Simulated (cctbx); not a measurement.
## K2Sn3HgS8 across an absorption edge

Space group P2_12_12_1 (no. 19), a = 7.4960 Å, b = 12.0250 Å, c = 17.0550 Å, α = 90.00°, β = 90.00°, γ = 90.00°.

```
atom  mult.       x       y       z  Ueq (Å²)
 Hg1      4  0.9687  0.5063  0.3482    0.0064
 Sn1      4  0.5181  0.9762  0.1513    0.0063
 Sn2      4  0.7283  0.9311  0.4816    0.0047
 Sn3      4  0.7560  0.0516  0.3212    0.0070
  K1      4  0.2369  0.8146  0.3434    0.0071
  K2      4  0.7430  0.6339  0.0524    0.0065
  S1      4  0.5015  0.6122  0.4482    0.0082
  S2      4  0.5093  0.5963  0.2374    0.0091
  S3      4  0.7462  0.1170  0.4484    0.0075
  S4      4  0.7661  0.8594  0.3584    0.0076
  S5      4  0.7674  0.6343  0.8537    0.0100
  S6      4  0.7725  0.8775  0.1602    0.0061
  S7      4  0.9733  0.6271  0.4656    0.0098
  S8      4  0.9747  0.6183  0.2279    0.0071
```

The model is made up (kin elements in a known structure type, no relaxation), so it says nothing on whether the phase exists.

Calculated with cctbx: free-atom f′ and f″ from the Sasaki tables, no fine structure; amplitudes in electrons.

How do |F(hkl)| and |F(−h−k−l)| change across the Hg L3 edge?

```text
E (eV)    f'(Hg)   f''           |F|1 0 3        |F|1 0 1        |F|1 2 0        |F|0 1 2
  11684   -9.02   4.24        0.8/   0.8     71.8/  71.8     83.9/  83.9    241.2/ 241.2
  12034  -10.73   4.04        2.5/   2.5     66.5/  66.5     83.3/  83.3    234.7/ 234.7
  12164  -12.15   3.97        4.0/   4.0     62.0/  62.0     82.9/  82.9    229.4/ 229.4
  12224  -13.50   3.94        5.4/   5.4     57.7/  57.7     82.4/  82.4    224.3/ 224.3
  12254  -14.84   3.92        6.9/   6.9     53.4/  53.4     82.0/  82.0    219.2/ 219.2
  12269  -16.17   3.91        8.3/   8.3     49.2/  49.2     81.6/  81.6    214.3/ 214.3
  12276  -17.35   3.91        9.6/   9.6     45.5/  45.5     81.2/  81.2    209.8/ 209.8
  12280  -18.59   3.91       10.9/  10.9     41.5/  41.5     80.8/  80.8    205.2/ 205.2
  12288  -19.28  10.18       13.7/  13.7     46.0/  46.0     80.8/  80.8    205.5/ 205.5
  12292  -17.69  10.17       12.3/  12.3     50.4/  50.4     81.3/  81.3    211.4/ 211.4
  12299  -16.34  10.16       11.1/  11.1     54.2/  54.2     81.7/  81.7    216.4/ 216.4
  12314  -14.89  10.14       10.0/  10.0     58.4/  58.4     82.1/  82.1    221.8/ 221.8
  12344  -13.46  10.10        8.9/   8.9     62.5/  62.5     82.6/  82.6    227.1/ 227.1
  12434  -11.59   9.97        7.8/   7.8     68.0/  68.0     83.1/  83.1    234.0/ 234.0
  12684   -9.67   9.63        6.9/   6.9     73.6/  73.6     83.6/  83.6    240.9/ 240.9
```

The edge is at 12284 eV. f′ of Hg falls from -12.2 e at 12164 eV to -18.6 e at 4 eV below it, and f″ steps from 3.91 to 10.17 e across it. Over that approach |F| changes by +172 % (1 0 3), -33 % (1 0 1), -3 % (1 2 0) and -11 % (0 1 2): a reflection falls where Hg scatters in phase with the total and rises where it scatters against it; it hardly moves where the Hg term is small or cancels by symmetry or lies in quadrature to the total. The f″ term interferes with the normal scattering with opposite sign for the two Friedel mates. These reflections are centric, so their Friedel mates stay equal.

[Logs are printed without paths, hosts, clocks, repeated set-up lines and the standing remarks that a program may print on its own settings, such as how far it seeks lower states.]
